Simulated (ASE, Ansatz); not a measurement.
# Convergence of a linear-scaling basis for random bcc (Ta, V, W, Nb) solid solution (432 atoms)

Wanted: errors and times of a linear-scaling basis for random bcc (Ta, V, W, Nb) solid solution (432 atoms). A setting counts as converged where the r.m.s. difference of forces stays under 1 % of the r.m.s. force.

Program: Ansatz 0.2.0. Level of theory: Kohn-Sham DFT, PBE, PAW (set soft_2), plane waves. Results are calculated unless marked as measured.

Report form: the programs' logs are mostly left out.

## 1. The structure

The cell holds 432 atoms: 97 Ta, 86 V, 132 Nb and 117 W. Its edges and angles: a = 19.290 Å, b = 19.290 Å, c = 19.290 Å, α = 90.0°, β = 90.0°, γ = 90.0°. It derives from Ta and V, Nb and W. Bcc lattice (a = 3.215 Å, the mean of the end members), 6 x 6 x 6 cells, metal sites filled at random with 97 Ta, 86 V, 117 W, 132 Nb; not relaxed, displaced by a Gaussian of 0.02 Å.

Before any run, some limits are plain. The host structure and its lattice constant were typed by rule, without a check against the phase diagram. The electron count is odd and the run has no spin polarisation, so levels at the top are partly filled by construction. Only the Γ point is sampled, in a cell whose shortest periodic width is 19 Å. Spin–orbit coupling is left out, which matters for the levels of the heavy elements.

## 2. Plane-wave single point

This run is the reference for what follows, at a cutoff of 420 eV.

The input, input.yaml:

```yaml
crystal:
  lattice:
    - [19.29, 0.0, 0.0]
    - [0.0, 19.29, 0.0]
    - [0.0, 0.0, 19.29]
  atoms:
    - { symbol: Ta, position: [0.99924, 0.00068, 0.00028] }
    - { symbol: V, position: [0.08163, 0.08394, 0.08281] }
    - { symbol: Nb, position: [0.00072, 0.00107, 0.16556] }
    - { symbol: V, position: [0.08473, 0.08454, 0.24881] }
    - { symbol: W, position: [0.00099, 0.9992, 0.33451] }
    - { symbol: Nb, position: [0.0835, 0.08423, 0.41732] }
    - { symbol: V, position: [0.00017, 0.99956, 0.49873] }
    - { symbol: V, position: [0.08393, 0.08384, 0.58435] }
    - { symbol: W, position: [0.99951, 1.0e-05, 0.66498] }
    - { symbol: Nb, position: [0.08168, 0.08262, 0.75002] }
    - { symbol: V, position: [0.00085, 0.99915, 0.83515] }
    - { symbol: W, position: [0.08315, 0.08151, 0.91548] }
    - { symbol: Nb, position: [0.99847, 0.16596, 0.00044] }
    - { symbol: Nb, position: [0.08399, 0.25058, 0.08266] }
    - { symbol: V, position: [0.00097, 0.16315, 0.16539] }
    - { symbol: V, position: [0.08405, 0.25032, 0.25084] }
    - { symbol: W, position: [0.00127, 0.16552, 0.33384] }
    - { symbol: Ta, position: [0.08355, 0.24925, 0.41663] }
    - { symbol: W, position: [0.99746, 0.16777, 0.50291] }
    - { symbol: Nb, position: [0.08405, 0.25035, 0.58346] }
    - { symbol: Nb, position: [0.00029, 0.16537, 0.66804] }
    - { symbol: W, position: [0.08385, 0.25043, 0.75126] }
    - { symbol: Nb, position: [0.00052, 0.16534, 0.83202] }
    - { symbol: Ta, position: [0.08439, 0.2489, 0.91646] }
    - { symbol: W, position: [0.99861, 0.33378, 0.99737] }
    - { symbol: Nb, position: [0.08218, 0.41722, 0.08383] }
    - { symbol: Ta, position: [0.00124, 0.33256, 0.16566] }
    - { symbol: Nb, position: [0.08316, 0.41653, 0.25194] }
    - { symbol: Nb, position: [0.00125, 0.33189, 0.33145] }
    - { symbol: Nb, position: [0.08419, 0.41642, 0.41686] }
    - { symbol: V, position: [0.00178, 0.33375, 0.50029] }
    - { symbol: Nb, position: [0.08358, 0.41618, 0.58442] }
    [... 394 atom lines left out ...]
    - { symbol: Nb, position: [0.83219, 0.83389, 0.49946] }
    - { symbol: V, position: [0.91464, 0.91686, 0.5831] }
    - { symbol: Ta, position: [0.83438, 0.8342, 0.66485] }
    - { symbol: W, position: [0.91702, 0.91746, 0.75203] }
    - { symbol: V, position: [0.83183, 0.83465, 0.83315] }
    - { symbol: V, position: [0.91636, 0.91725, 0.91776] }
kpoints:
  mp_grid: { grid: [1, 1, 1] }
hamiltonian:
  xc: pbe
scf:
  occupations: { method: fermi_dirac, width: 0.1 }
output:
  forces: true
  stress: true
  populations: intrinsic
  dos:
    method: { smearing: { sigma: 0.15 } }
    de: 0.1
    projected: { site_lists: { Nb: [Nb], Ta: [Ta], V: [V], W: [W] } }
  eigenvalues: true
  write_density: true
  write_potential: true
  volumetric_format: npy
  elf: true
```

On the command line:

```
ansatz run input.yaml --threads 32 --pin off --max-ram 143360MiB --backend cuda --events-out ev --progress --plain --runs-dir out
```

The job ended after 20 s (1 × NVIDIA GB200 with 32 threads of Arm Neoverse V2, shared host; peak memory 6.8 GiB).

That memory is the host's; the program planned up to 49.2 GiB on the GPU. Forces of this run were stored rounded, and per-atom blocks of the log weren't kept.

Read from the output:

| Item | Value |
| --- | --- |
| free energy | -3029818.5782 eV |
| free energy per atom | -7013.4689 eV/atom |
| SCF cycles | 9 |
| pressure | 1.328 GPa |
| r.m.s. force component | 0.4756 eV/Å |
| longest force | 1.794 eV/Å |
| Fermi energy | 18.75 eV |
| levels partly filled by over 2 per cent | 192 |

The r.m.s. force component of 0.48 eV/Å sets the scale for the differences below.

## 3. Support functions low

With localised support functions most steps grow linearly with size, though the diagonalisation grows faster unless the density matrix is cut; this run measures error and cost at this size. The level low gives here a grid of 90×90×90 points and a radius of 3.87 Å.

This step: Kohn-Sham DFT, PBE, PAW (set soft_2), localised support functions (low) (Ansatz 0.2.0).

input.yaml, the sections that differ from step 2:

```yaml
scf:
  occupations: { method: fermi_dirac, width: 0.1 }
  eigensolver: { kind: { support_functions: { accuracy: low } } }
  max_iter: 150
output:
  forces: true
  eigenvalues: true
# crystal, kpoints, hamiltonian: as in step 2
```

The job ended after 22 s (1 × NVIDIA GB200 with 32 threads; peak memory 2.3 GiB).

That memory is the host's; the program planned up to 17.1 GiB on the GPU.

The program notes that the band table was not solved further than the SCF left it and it switched symmetry off.

Keys that differ from the reference: support_functions.accuracy = "low" and scf.max_iter = 150.

Forces differ from the reference by 1.1 meV/Å r.m.s., 0.23 % of their size, well within a tolerance of 1 %; the energy by -0.80 meV/atom.

## 4. Support functions medium

The level medium is asked for. Here it resolves to the same grid and radius as in the run with support functions low, so the basis is not new.

This step: Kohn-Sham DFT, PBE, PAW (set soft_2), localised support functions (medium) (Ansatz 0.2.0).

input.yaml, the sections that differ from step 3:

```yaml
scf:
  occupations: { method: fermi_dirac, width: 0.1 }
  eigensolver: { kind: { support_functions: { accuracy: medium } } }
  max_iter: 150
# crystal, kpoints, hamiltonian, output: as in step 3
```

Elapsed: 25 s, on 1 × NVIDIA GB200 with 32 threads; peak memory 2.4 GiB; 55 s of CPU time.

That memory is the host's; the program planned up to 17.1 GiB on the GPU.

Keys that differ from the reference: support_functions.accuracy = "medium" and scf.max_iter = 150.

Forces differ from the reference by 1.0 meV/Å r.m.s., 0.21 % of their size, well within a tolerance of 1 %; the energy by -0.80 meV/atom.

## 5. Support functions high

With localised support functions most steps grow linearly with size, though the diagonalisation grows faster unless the density matrix is cut; this run measures error and cost at this size. The level high gives here a grid of 120×120×120 points and a radius of 4.64 Å.

This step: Kohn-Sham DFT, PBE, PAW (set soft_2), localised support functions (high) (Ansatz 0.2.0).

input.yaml, the sections that differ from step 4:

```yaml
scf:
  occupations: { method: fermi_dirac, width: 0.1 }
  eigensolver: { kind: { support_functions: { accuracy: high } } }
  max_iter: 150
# crystal, kpoints, hamiltonian, output: as in step 4
```

The job ended after 74 s (1 × NVIDIA GB200 with 32 threads; peak memory 3.2 GiB).

That memory is the host's; the program planned up to 40 GiB on the GPU.

The program notes that the correction for the support functions is uncertain and the support functions were not fully converged.

Keys that differ from the reference: support_functions.accuracy = "high" and scf.max_iter = 150.

Forces differ from the reference by 0.21 meV/Å r.m.s., 0.045 % of their size, well within a tolerance of 1 %; the energy by -1.3 meV/atom. It took 74 s and 32 cycles; the reference's time can't be set against it, since the two runs asked for unlike analyses.

## 6. Support functions medium, radius 3.1 Å

The radius confines each support function; a larger one gives more freedom and more work per atom.

This step: Kohn-Sham DFT, PBE, PAW (set soft_2), localised support functions (medium) (Ansatz 0.2.0).

input.yaml, the sections that differ from step 5:

```yaml
scf:
  occupations: { method: fermi_dirac, width: 0.1 }
  eigensolver: { kind: { support_functions: { accuracy: medium, radius: 3.1 } } }
  max_iter: 150
# crystal, kpoints, hamiltonian, output: as in step 5
```

Elapsed: 1.6 s, on 1 × NVIDIA GB200 with 32 threads; peak memory 0.99 GiB.

That memory is the host's; the program planned up to 1.7 GiB on the GPU.

The program refuses radii under 3.69 Å for these atoms at this level.

## 7. Support functions medium, radius 3.41 Å

input.yaml, the sections that differ from step 6:

```yaml
scf:
  occupations: { method: fermi_dirac, width: 0.1 }
  eigensolver: { kind: { support_functions: { accuracy: medium, radius: 3.41 } } }
  max_iter: 150
# crystal, kpoints, hamiltonian, output: as in step 6
```

Wall time 1.6 s (1 × NVIDIA GB200 with 32 threads); peak memory 0.99 GiB; 10 s of CPU time.

That memory is the host's; the program planned up to 1.7 GiB on the GPU.

The program refuses radii under 3.69 Å for these atoms at this level.

## 8. Support functions medium, radius 3.64 Å

input.yaml, the sections that differ from step 7:

```yaml
scf:
  occupations: { method: fermi_dirac, width: 0.1 }
  eigensolver: { kind: { support_functions: { accuracy: medium, radius: 3.64 } } }
  max_iter: 150
# crystal, kpoints, hamiltonian, output: as in step 7
```

The job ended after 1.7 s (1 × NVIDIA GB200 with 32 threads; peak memory 1 GiB).

That memory is the host's; the program planned up to 1.7 GiB on the GPU.

The program refuses radii under 3.69 Å for these atoms at this level.

## 9. A run with a doubtful setting

A doubtful change is made on purpose, to see how the program answers.

input.yaml, the sections that differ from step 8:

```yaml
scf:
  occupations: { method: fermi_dirac, width: 0.1 }
  eigensolver: { kind: { support_functions: { accuracy: medium, radius: 2.0 } } }
  max_iter: 50
output:
  forces: true
# crystal, kpoints, hamiltonian: as in step 8
```

Elapsed: 1.6 s, on 1 × NVIDIA GB200 with 32 threads; peak memory 1.1 GiB.

That memory is the host's; the program planned up to 1.7 GiB on the GPU.

The program refuses radii under 3.69 Å for these atoms at this level.

Runs without a result: support functions medium, radius 3.1 Å (error); support functions medium, radius 3.41 Å (error); support functions medium, radius 3.64 Å (error).

## 10. Cost against change

Differences are against the plane-wave reference (Kohn-Sham DFT, PBE, PAW (set soft_2), plane waves), whose r.m.s. force component is 0.476 eV/Å. Energies are set beside the reference only for runs with its functional, potentials and electron count. Times are for 1 × NVIDIA GB200 with 32 threads of Arm Neoverse V2, shared host. The reference's time includes the DOS, ELF, the stress and grids, which some other runs skip.

| run | Δ force, r.m.s. (meV/Å) | share of r.m.s. force (%) | Δ energy (meV/atom) | cycles | time | host memory (GiB) | planned on the GPU (GiB) |
| --- | --- | --- | --- | --- | --- | --- | --- |
| reference | - | - | - | 9 | 20 s | 6.8 | 49 |
| support functions low | 1.09 | 0.229 | -0.797 | 15 | 22 s | 2.3 | 17 |
| support functions medium | 1.01 | 0.212 | -0.802 | 16 | 25 s | 2.4 | 17 |
| support functions high ¶ | 0.215 | 0.0452 | -1.26 | 32 | 74 s | 3.2 | 40 |

¶ The program warns that the support functions of this run were not fully converged.

## 11. The reference in detail

The comparisons rest on this run, so its electronic structure is set out here.

Length of the force by element:

| element | coordination | atoms | mean length of the force (eV/Å) | spread | least | most |
| --- | --- | --- | --- | --- | --- | --- |
| Nb | all | 132 | 0.759 | 0.289 | 0.154 | 1.41 |
| Ta | all | 97 | 0.905 | 0.293 | 0.338 | 1.79 |
| V | all | 86 | 0.576 | 0.190 | 0.136 | 1.14 |
| W | all | 117 | 0.806 | 0.301 | 0.214 | 1.70 |

Intrinsic-atomic-orbital charges by element:

| element | coordination | atoms | mean charge (e) | spread | least | most |
| --- | --- | --- | --- | --- | --- | --- |
| Nb | all | 132 | -0.247 | 0.0377 | -0.346 | -0.147 |
| Ta | all | 97 | 0.0127 | 0.0375 | -0.0756 | 0.0997 |
| V | all | 86 | 0.281 | 0.0355 | 0.201 | 0.350 |
| W | all | 117 | 0.0618 | 0.0444 | -0.0501 | 0.193 |

States in the cell by windows of 0.5 eV, zero at the Fermi level; some projections on atomic orbitals stand beside the total:

| from (eV) | to (eV) | total | Nb d | Ta d |
| --- | --- | --- | --- | --- |
| -10 | -8 | 0.0 | 0.0 | 0.0 |
| -8 | -7.5 | 1.2 | 0.0 | 0.0 |
| -7.5 | -7 | 5.7 | 0.0 | 0.0 |
| -7 | -6.5 | 13.6 | 0.2 | 0.1 |
| -6.5 | -6 | 20.8 | 0.4 | 0.3 |
| -6 | -5.5 | 16.6 | 0.6 | 0.4 |
| -5.5 | -5 | 39.6 | 2.8 | 1.9 |
| -5 | -4.5 | 63.0 | 7.8 | 5.2 |
| -4.5 | -4 | 98.8 | 19.9 | 14.1 |
| -4 | -3.5 | 178.9 | 43.1 | 30.5 |
| -3.5 | -3 | 216.3 | 56.0 | 39.4 |
| -3 | -2.5 | 187.3 | 52.4 | 35.5 |
| -2.5 | -2 | 214.2 | 59.1 | 39.1 |
| -2 | -1.5 | 279.4 | 83.6 | 53.8 |
| -1.5 | -1 | 296.2 | 84.9 | 56.7 |
| -1 | -0.5 | 346.6 | 93.0 | 61.0 |
| -0.5 | 0 | 314.1 | 74.2 | 53.6 |
| 0 | 0.5 | 158.8 | 34.4 | 24.7 |
| 0.5 | 1 | 114.5 | 28.4 | 19.7 |
| 1 | 1.5 | 130.7 | 28.3 | 17.5 |
| 1.5 | 2 | 219.5 | 42.5 | 25.8 |

About 3441 of the 5733 electrons lie in deeper levels, below the stored range.

Not all projections were asked for or kept, so they needn't add up to the total.

The levels nearest the highest filled one (over half full), pooled over k-points and spins:

| level less the highest filled one (eV) | occupation |
| --- | --- |
| -0.0157 | 1.08 |
| -0.0095 | 1.05 |
| -0.0081 | 1.04 |
| -0.0053 | 1.03 |
| -0.0035 | 1.02 |
| 0 | 1.00 |
| 0.0042 | 0.981 |
| 0.0062 | 0.971 |
| 0.0144 | 0.93 |
| 0.015 | 0.927 |
| 0.0187 | 0.909 |
| 0.0237 | 0.884 |

Mean intrinsic-atomic-orbital charges: Nb -0.25, Ta +0.01, V +0.28, W +0.06 e. Among metals such projection charges depend strongly on the orbitals used and are no measure of ionicity.

## 12. Distances and neighbours

These statistics describe the geometry on which the runs were made.

Density 12.9 g/cm³, 16.62 Å³ an atom.

Pair distribution functions g(r), in bins of 0.2 Å:

| r (Å) | total | Nb-Nb | Nb-W | Nb-Ta | Nb-V | W-W | W-Ta |
| --- | --- | --- | --- | --- | --- | --- | --- |
| 2.60 | 0.02 | 0.00 | 0.03 | 0.00 | 0.00 | 0.06 | 0.04 |
| 2.80 | 6.80 | 6.97 | 6.43 | 7.05 | 6.82 | 7.10 | 6.33 |
| 3.00 | 0.00 | 0.00 | 0.00 | 0.00 | 0.00 | 0.00 | 0.00 |
| 3.20 | 3.83 | 4.12 | 3.76 | 4.02 | 3.31 | 3.75 | 3.70 |
| 3.40 | 0.00 | 0.00 | 0.00 | 0.00 | 0.00 | 0.00 | 0.00 |
| 3.60 | 0.00 | 0.00 | 0.00 | 0.00 | 0.00 | 0.00 | 0.00 |
| 3.80 | 0.00 | 0.00 | 0.00 | 0.00 | 0.00 | 0.00 | 0.00 |
| 4.00 | 0.00 | 0.00 | 0.00 | 0.00 | 0.00 | 0.00 | 0.00 |
| 4.20 | 0.00 | 0.00 | 0.00 | 0.00 | 0.00 | 0.00 | 0.00 |
| 4.40 | 0.22 | 0.21 | 0.24 | 0.16 | 0.28 | 0.21 | 0.24 |
| 4.60 | 3.62 | 3.63 | 3.55 | 3.87 | 3.43 | 3.46 | 3.65 |
| 4.80 | 0.00 | 0.00 | 0.00 | 0.00 | 0.00 | 0.00 | 0.00 |
| 5.00 | 0.00 | 0.00 | 0.00 | 0.00 | 0.00 | 0.00 | 0.00 |
| 5.20 | 0.79 | 0.91 | 0.79 | 0.83 | 0.76 | 0.60 | 0.84 |
| 5.40 | 4.81 | 4.45 | 4.78 | 4.95 | 5.01 | 5.22 | 4.75 |
| 5.60 | 1.69 | 1.71 | 1.71 | 1.76 | 1.58 | 1.61 | 1.62 |
| 5.80 | 0.00 | 0.00 | 0.00 | 0.00 | 0.00 | 0.00 | 0.00 |
| 6.00 | 0.00 | 0.00 | 0.00 | 0.00 | 0.00 | 0.00 | 0.00 |
| 6.20 | 0.00 | 0.00 | 0.00 | 0.00 | 0.00 | 0.00 | 0.00 |
| 6.40 | 0.95 | 1.01 | 0.88 | 0.99 | 0.92 | 1.09 | 0.89 |
| 6.60 | 0.01 | 0.02 | 0.00 | 0.00 | 0.01 | 0.01 | 0.00 |
| 6.80 | 0.00 | 0.00 | 0.00 | 0.00 | 0.00 | 0.00 | 0.00 |
| 7.00 | 3.23 | 3.19 | 3.27 | 3.16 | 3.32 | 3.04 | 3.34 |
| 7.20 | 3.07 | 3.08 | 3.04 | 3.10 | 3.08 | 3.24 | 3.13 |
| 7.40 | 0.00 | 0.00 | 0.00 | 0.00 | 0.00 | 0.00 | 0.00 |
| 7.60 | 0.00 | 0.00 | 0.00 | 0.00 | 0.00 | 0.00 | 0.00 |
| 7.80 | 2.07 | 2.04 | 2.18 | 2.00 | 2.01 | 2.01 | 2.04 |

Local excerpt of 15 atoms (numbers count through the whole input) about W277, whose charge lies farthest from its element's mean; x, y, z are measured from there.

| atom | x | y | z | distance (Å) | intrinsic-atomic-orbital charge (e) | Fx | Fy | Fz (eV/Å) |
| --- | --- | --- | --- | --- | --- | --- | --- | --- |
| W277 | 0.00 | 0.00 | 0.00 | 0.00 | 0.19 | 0.13 | 0.94 | -0.59 |
| Nb194 | -1.62 | -1.53 | 1.60 | 2.75 | -0.21 | 0.10 | -1.11 | -0.23 |
| Nb266 | 1.63 | -1.54 | 1.60 | 2.75 | -0.15 | -0.11 | 0.08 | 0.13 |
| Nb204 | -1.65 | -1.54 | -1.61 | 2.77 | -0.21 | 0.45 | -0.32 | 0.44 |
| W276 | 1.60 | -1.60 | -1.63 | 2.79 | 0.14 | -0.30 | 0.71 | 0.24 |
| Nb206 | -1.60 | 1.67 | 1.60 | 2.81 | -0.24 | 0.25 | 0.01 | -0.79 |
| W278 | 1.61 | 1.70 | 1.57 | 2.82 | 0.15 | 0.19 | -0.67 | 0.30 |
| Nb288 | 1.60 | 1.70 | -1.59 | 2.83 | -0.17 | -0.48 | -0.57 | -0.27 |
| W216 | -1.62 | 1.68 | -1.62 | 2.84 | 0.13 | 0.45 | 0.21 | -0.11 |
| Nb279 | 0.01 | 0.07 | 3.18 | 3.18 | -0.15 | 0.43 | 0.29 | 0.16 |
| Nb265 | -0.01 | -3.19 | -0.04 | 3.19 | -0.20 | -0.12 | 0.47 | 0.89 |
| Nb349 | 3.21 | 0.04 | -0.02 | 3.21 | -0.19 | -0.20 | -0.25 | 0.38 |
| Ta205 | -3.23 | 0.06 | -0.01 | 3.23 | 0.07 | 0.19 | 0.34 | 0.27 |
| Ta287 | 0.02 | 0.06 | -3.23 | 3.24 | 0.10 | -0.01 | 0.01 | 0.40 |
| W217 | 0.02 | 3.27 | -0.04 | 3.27 | 0.16 | -0.66 | -0.63 | 0.40 |

## 13. What came out

| Item | Value |
| --- | --- |
| free energy per atom | -7013.4689 eV/atom |
| density | 12.89 g/cm³ |
| pressure | 1.328 GPa |
| r.m.s. force component | 0.4756 eV/Å |
| wall time of the 4 DFT runs | 2.4 min |

Against plane waves at 420 eV, the forces differ by 1.0 meV/Å (0.21 %) with support functions medium, and by 0.21 meV/Å in the closest run (support functions high, whose functions were not fully converged). Differences between support functions and plane waves include what basis error the plane-wave run still has.

192 levels are partly filled, by over 2 % (at Γ alone), as in a metal.

**Limits.** The geometry was built by rule, was displaced at random and isn't relaxed at this level: its force components are 0.48 eV/Å r.m.s.

[Logs are printed without paths, hosts, clocks, repeated set-up lines and the standing remarks that a program may print on its own settings, such as how far it seeks lower states.]

[Hosts, paths, dates, database ids (printed as entryN), source tags and the programs' standing remarks are cut or masked in the printed files.]
